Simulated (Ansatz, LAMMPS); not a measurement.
# Structural relaxation of Li+ BF4- in ethylene carbonate and trimethyl phosphate, from a frame at 350 K (137 atoms)

Aim: bring Li+ BF4- in ethylene carbonate and trimethyl phosphate, from a frame at 350 K (137 atoms) to a nearby minimum of the energy and see what moves.

Program: Ansatz 0.2.0. Level of theory: Kohn-Sham DFT, LDA, PAW (set soft_2), plane waves. Results are calculated unless marked as measured.

This is a report of a sequence of runs, with most program output left out.

### Step 1. Set-up

The cell holds 137 atoms: 27 C, 32 O, 5 P, 61 H, 2 B, 8 F and 2 Li. Cell: a = 11.660 Å, b = 11.660 Å, c = 11.660 Å, α = 90.0°, β = 90.0°, γ = 90.0°. 4 ethylene carbonate, 5 trimethyl phosphate, 2 Li+, 2 BF4- placed at random, at 1.3 g/cm³; overlaps pushed apart, then 10 ps at 550 K with stiff harmonic cages for PF6 and BF4 with UFF radii; Joung-Cheatham ions (J. Phys. Chem. B 112, 9020 (2008)); MMFF94 bonds, angles, torsions, charges and radii (Halgren, J. Comput. Chem. 17, 490 (1996)) in harmonic and 12-6 forms; charges of ions scaled by 0.8. Snapshot after 30 ps at 350 K and fixed volume.

What the set-up can't give: The network of contacts between molecules at the start is that of the classical potential that made the cell. The functional has no dispersion term, which matters for the binding between molecules or layers, where LDA binds through overlap of densities alone. The density was typed from a rule of thumb and may lie off the real one at this temperature. Only the Γ point is sampled, in a cell whose shortest periodic width is 12 Å.

### Step 2. How the cell was made

A classical potential supplies the starting structure, since it reaches far longer times than DFT.

This step: classical MD, stiff harmonic cages for PF6 and BF4 with UFF radii; Joung-Cheatham ions (J. Phys. Chem. B 112, 9020 (2008)); MMFF94 bonds, angles, torsions, charges and radii (Halgren, J. Comput. Chem. 17, 490 (1996)) in harmonic and 12-6 forms; charges of ions scaled by 0.8 (LAMMPS 22 Jul 2025 - Update 4).

Input file in.lmp:

```
# Li+ BF4- in ethylene carbonate and trimethyl phosphate
units real
atom_style full
boundary p p p
bond_style harmonic
angle_style harmonic
dihedral_style opls
improper_style harmonic
special_bonds lj 0 0 0.5 coul 0 0 0.75
read_data data.lmp
neigh_modify delay 0 every 1 check yes one 4000
comm_modify cutoff 12.0
timestep 0.5
thermo_style custom step time temp pe press density
thermo_modify norm yes
# push overlapping molecules apart
pair_style soft 2.6
pair_coeff * * 0.0
variable a equal ramp(1,60)
fix ad all adapt 1 pair soft a * * v_a
velocity all create 550 708598 mom yes dist gaussian
fix lim all nve/limit 0.03
fix lan all langevin 550 550 50 708599 zero yes
thermo 1000
run 3000 post no
unfix ad
pair_style lj/cut/coul/long 9.0
pair_modify mix arithmetic tail yes
pair_coeff 1 1 0.0678 3.3680   # C
pair_coeff 2 2 0.0763 3.0430   # O
pair_coeff 3 3 0.2596 3.1940   # P
pair_coeff 4 4 0.0763 3.0960   # O
pair_coeff 5 5 0.0216 2.5400   # H
pair_coeff 6 6 0.0763 2.9870   # O
# [... 22 lines left out ...]
compute msd all msd com yes
thermo 7500
fix md all nvt temp 350 350 100
run 30000 post no
print "== T350: mean square displacement over the hold $(c_msd[4]:%.2f) A^2"
unfix md
uncompute msd
write_dump all custom T350.dump id type xs ys zs modify sort id
```

Launch:

```
lmp -in in.lmp -log none -nocite
```

It took 26 s on 1 thread of Arm Neoverse V1, shared host; peak memory 0.12 GiB.

The input also reads data.lmp (atoms, bonds and types; not printed here).

### Step 3. Single point at the start

The forces at the start show how far the geometry lies from a minimum of this functional.

Input file input.yaml:

```yaml
crystal:
  lattice:
    - [11.66004, 0.0, 0.0]
    - [0.0, 11.66004, 0.0]
    - [0.0, 0.0, 11.66004]
  atoms:
    - { symbol: C, position: [0.75352, 0.45433, 0.66724] }
    - { symbol: O, position: [0.65062, 0.41831, 0.62651] }
    - { symbol: P, position: [0.5808, 0.33947, 0.71681] }
    - { symbol: O, position: [0.5866, 0.37511, 0.84168] }
    - { symbol: O, position: [0.4532, 0.33075, 0.67058] }
    - { symbol: C, position: [0.40544, 0.44089, 0.65862] }
    - { symbol: O, position: [0.63092, 0.21159, 0.69035] }
    - { symbol: C, position: [0.60634, 0.17111, 0.57835] }
    - { symbol: H, position: [0.81331, 0.47558, 0.59991] }
    - { symbol: H, position: [0.74281, 0.52358, 0.73441] }
    - { symbol: H, position: [0.78618, 0.38866, 0.71546] }
    - { symbol: H, position: [0.3242, 0.43456, 0.60778] }
    - { symbol: H, position: [0.46079, 0.49511, 0.60745] }
    - { symbol: H, position: [0.37806, 0.4704, 0.74462] }
    - { symbol: H, position: [0.56453, 0.23192, 0.52698] }
    - { symbol: H, position: [0.67738, 0.13393, 0.53181] }
    - { symbol: H, position: [0.54446, 0.09798, 0.59141] }
    - { symbol: C, position: [0.40464, 0.81183, 0.50832] }
    - { symbol: O, position: [0.41334, 0.75934, 0.39919] }
    - { symbol: P, position: [0.29447, 0.77321, 0.32484] }
    - { symbol: O, position: [0.31203, 0.73989, 0.20405] }
    - { symbol: O, position: [0.2016, 0.69876, 0.38693] }
    - { symbol: C, position: [0.23133, 0.57623, 0.37808] }
    - { symbol: O, position: [0.25343, 0.90401, 0.34265] }
    - { symbol: C, position: [0.31026, 0.9833, 0.26605] }
    - { symbol: H, position: [0.42084, 0.89979, 0.48657] }
    - { symbol: H, position: [0.31779, 0.81282, 0.54505] }
    - { symbol: H, position: [0.47973, 0.78466, 0.55746] }
    - { symbol: H, position: [0.30753, 0.55963, 0.42704] }
    - { symbol: H, position: [0.26025, 0.56046, 0.28865] }
    - { symbol: H, position: [0.15786, 0.51817, 0.3935] }
    - { symbol: H, position: [0.25308, 0.99099, 0.19024] }
    [... 99 atom lines left out ...]
    - { symbol: F, position: [0.55521, 0.11426, 0.15402] }
    - { symbol: F, position: [0.59296, 0.21638, 0.31545] }
    - { symbol: F, position: [0.73499, 0.19609, 0.18305] }
    - { symbol: F, position: [0.67246, 0.03967, 0.2641] }
    - { symbol: Li, position: [0.6591, 0.89296, 0.30224] }
    - { symbol: Li, position: [0.1785, 0.74495, 0.08488] }
kpoints:
  mp_grid: { grid: [1, 1, 1] }
hamiltonian:
  xc: lda
scf:
  occupations: { method: fixed }
output:
  forces: true
  stress: true
  populations: true
  dos:
    method: { smearing: { sigma: 0.08 } }
    de: 0.1
    projected: { site_lists: { B: [B], C: [C], F: [F], H: [H], Li: [Li] } }
  eigenvalues: true
```

Launch:

```
ansatz run input.yaml --threads 4 --pin off --max-ram 8192MiB --backend cpu --events-out ev --progress --plain --runs-dir out
```

It took 26 s on 4 threads of Arm Neoverse V1, shared host; peak memory 1.9 GiB; 1.7 min of CPU time.

The run gave:

```
free energy                                      : -35964.9669 eV
free energy per atom                             : -262.5180 eV/atom
SCF cycles                                       : 11
pressure                                         : -1.205 GPa
r.m.s. force component                           : 1.077 eV/Å
longest force                                    : 4.343 eV/Å
Fermi energy                                     : -1.461 eV
gap (highest filled to lowest empty level) : 4.942 eV
spilling of the projection                       : 0.01388
```

The r.m.s. force component of 1.1 eV/Å and the pressure of -1.2 GPa set the starting point.

Neighbours are counted within 1.34 Å (H-C), 1.73 Å (O-C), 2.08 Å (O-P), 2.43 Å (O-Li), 1.85 Å (C-C), 1.72 Å (F-B), 2.16 Å (F-Li).

Length of the force by element and coordination:

```csv
element,coordination,atoms,mean length of the force (eV/Å),spread,least,most
B,all,2,2.72,0.438,2.28,3.16
C,all,27,2.17,0.927,0.772,4.12
C,3,4,2.06,1.01,0.772,3.59
C,4,23,2.19,0.910,0.996,4.12
F,all,8,1.24,0.716,0.345,2.57
F,1,6,0.991,0.570,0.345,1.91
F,2,2,1.98,0.589,1.39,2.57
H,all,61,1.15,0.742,0.246,3.32
Li,all,2,0.361,0.128,0.233,0.489
Li,3,1,0.233,0,0.233,0.233
Li,5,1,0.489,0,0.489,0.489
O,all,32,2.02,0.879,0.505,4.34
O,1,3,2.69,0.369,2.17,2.96
O,2,29,1.95,0.888,0.505,4.34
P,all,5,1.97,0.943,0.887,3.49
```

### Step 4. Relaxation

With the cell held, the atoms are moved downhill towards a nearby minimum.

input.yaml, the sections that differ from step 3:

```yaml
output:
  forces: true
relax:
  f_tol: 0.05
  max_steps: 200
# crystal, kpoints, hamiltonian, scf: as in step 3
```

Run time: 7.5 min. Hardware: 4 threads; peak memory 1.7 GiB.

The steps of the relaxation (22 of 48):

```csv
step,energy less that of the first step (eV),largest force component (eV/Å)
1,0.0000,3.8867
3,-6.5289,1.6000
5,-7.4922,0.3315
8,-7.9615,0.6536
10,-8.1410,0.4526
12,-8.2649,0.2743
14,-8.3736,0.3552
17,-8.5177,0.3023
19,-8.5971,0.2157
21,-8.6479,0.3026
23,-8.6952,0.4597
26,-8.7427,0.0965
28,-8.7511,0.0608
30,-8.7566,0.0560
32,-8.7603,0.0869
35,-8.7670,0.1639
37,-8.7709,0.2057
39,-8.7770,0.0672
41,-8.7803,0.1415
44,-8.7835,0.0867
46,-8.7853,0.0562
48,-8.7870,0.0428
```

The atoms that moved most (Å):

```csv
atom,dx,dy,dz,length
H64,-0.456,2.704,-0.264,2.755
H63,-1.473,1.639,0.643,2.296
H82,-1.754,-1.392,0.360,2.268
H51,0.703,0.964,-1.834,2.188
H79,-0.099,2.010,-0.746,2.147
O55,0.748,1.452,-1.389,2.144
H45,0.694,1.600,1.215,2.126
H16,-1.315,-1.268,0.997,2.081
```

The relaxation changed the energy by -64.1 meV/atom, and atoms moved by 1.2 Å r.m.s., 2.8 Å at most.

### Step 5. Distances and neighbours after relaxation

Bonds before and after, by the cutoffs listed below:

```csv
pair,bonds before,bonds after,mean before (Å),mean after (Å),spread before (Å),spread after (Å)
H-C,61,61,1.090,1.102,0.033,0.002
O-C,35,35,1.383,1.382,0.072,0.076
O-P,20,20,1.596,1.545,0.057,0.045
O-Li,6,6,2.053,1.915,0.115,0.056
C-C,4,4,1.511,1.512,0.030,0.007
F-B,8,8,1.390,1.399,0.031,0.015
F-Li,2,2,1.868,1.887,0.094,0.063
```

Density 1.30 g/cm³, 11.57 Å³ an atom.

Pair distribution functions g(r), in bins of 0.2 Å:

```csv
r (Å),total,H-H,H-O,H-C,H-F,H-P,H-B
1.00,0.58,0.00,0.00,3.31,0.00,0.00,0.00
1.20,2.89,0.00,0.00,15.45,0.00,0.00,0.00
1.40,1.50,0.00,0.00,0.00,0.00,0.00,0.00
1.60,0.52,0.00,0.00,0.00,0.00,0.00,0.00
1.80,1.17,5.52,0.00,0.00,0.00,0.00,0.00
2.00,1.06,0.08,4.55,0.00,0.60,0.00,0.00
2.20,1.00,0.14,0.71,1.27,2.40,0.00,0.00
2.40,0.57,1.16,0.66,0.00,0.21,0.00,0.00
2.60,0.81,0.79,0.95,0.17,1.52,0.58,0.00
2.80,0.83,1.09,0.83,0.77,1.16,4.52,2.62
3.00,0.95,0.75,0.91,1.15,0.70,2.48,1.13
3.20,0.96,0.76,0.88,1.18,0.37,1.04,1.96
3.40,0.97,0.65,0.89,0.91,1.68,3.31,0.85
3.60,0.87,0.80,0.87,1.00,0.99,0.79,1.98
3.80,1.09,1.15,1.33,0.82,1.89,0.43,1.42
4.00,1.04,1.02,1.25,1.12,1.05,0.78,1.28
4.20,1.12,0.77,1.71,0.91,1.24,0.23,1.49
4.40,1.00,0.95,1.07,1.07,1.52,0.85,0.81
4.60,1.09,1.11,1.06,1.27,1.10,1.27,2.43
4.80,0.94,0.97,0.62,1.28,0.67,0.81,1.12
5.00,1.00,1.17,0.92,0.98,0.99,1.33,0.43
5.20,0.96,0.97,0.80,1.06,0.82,0.69,0.97
5.40,0.95,1.17,0.85,0.79,0.98,1.22,0.36
5.60,1.00,1.04,1.13,0.78,0.91,0.85,0.82
```

Bonds by pair of elements; cutoffs follow the first minimum of g(r), held within bounds set by covalent radii, and pairs that aren't listed don't count as bonded:

```csv
pair A-B,cutoff (Å),bonds,mean length (Å),spread (Å),shortest (Å),B about A,A about B
H-C,1.34,61,1.10,0.002,1.10,1,2.26
O-C,1.73,35,1.38,0.076,1.20,1.09,1.30
O-P,1.98,20,1.54,0.045,1.46,0.625,4
O-Li,2.43,6,1.92,0.056,1.86,0.188,3
C-C,1.85,4,1.51,0.007,1.50,0.296,0.296
F-B,1.72,8,1.40,0.015,1.39,1,4
F-Li,2.38,2,1.89,0.063,1.82,0.25,1
```

How many atoms have how many bonded neighbours:

```csv
element,mean,1,2,3,4
B,4,0,0,0,2
C,3.85,0,0,4,23
F,1.25,6,2,0,0
H,1,61,0,0,0
Li,4,0,0,0,2
O,1.91,4,27,1,0
P,4,0,0,0,5
```

Bond angles, per cent of each kind in bins of 5°:

```csv
angle (°),H-C-O,H-C-H,O-P-O,C-C-H,C-O-P
95–100,0.0,0.0,3.3,0.0,0.0
100–105,0.0,0.0,36.7,0.0,0.0
105–110,63.9,60.4,10.0,0.0,0.0
110–115,36.1,39.6,16.7,93.8,0.0
115–120,0.0,0.0,33.3,6.2,46.7
120–125,0.0,0.0,0.0,0.0,53.3
```

Bond angles (no mean is given where the spread exceeds 20°):

```csv
angle,count,mean (°),spread (°)
H-C-O,61,109,1.4
H-C-H,53,110,0.8
O-P-O,30,109,6.3
C-C-H,16,113,1.2
C-O-P,15,120,1.8
```

Bond length by coordination (bonds to H left out):

```csv
element,coordination,atoms,mean bond length (Å)
C,3,4,1.29
C,4,23,1.45
F,1,6,1.39
F,2,2,1.66
O,1,4,1.33
O,2,27,1.49
O,3,1,1.68
```

Rings of the network by King's shortest-path rule, up to 12 atoms, one path for each pair of neighbours; H, halogens, alkali and alkaline-earth atoms are left out, and the last column divides by all other atoms, bonded or not:

```csv
ring size (atoms),rings,per network atom
5,4,0.061
```

First main peaks of g(r), for some of the pairs, lie near 1.8 Å (H-H), 2.1 Å (H-O), 1.1 Å (H-C), 2.2 Å (H-F), 2.8 Å (H-P) and 2.8 Å (H-B). With the cutoffs above, all B atoms have 4, 85 % of C atoms have 4, 75 % of F atoms have 1 and all H atoms have 1 bonded neighbour. The H-C-O angle averages 109° with a spread of 1.4°. All rings counted have 5 atoms.

(Continued in part 2 of 2.)

[Logs are printed without paths, hosts, clocks, repeated set-up lines and the standing remarks that a program may print on its own settings, such as how far it seeks lower states.]

[Hosts, paths, dates, database ids (printed as entryN), source tags and the programs' standing remarks are cut or masked in the printed files.]

[The MMFF94 radii named for the starting cell were scaled by 0.96; in molecules described by MMFF94, hydrogen bound to N, O or S took a small fixed 12-6 site in their place.]
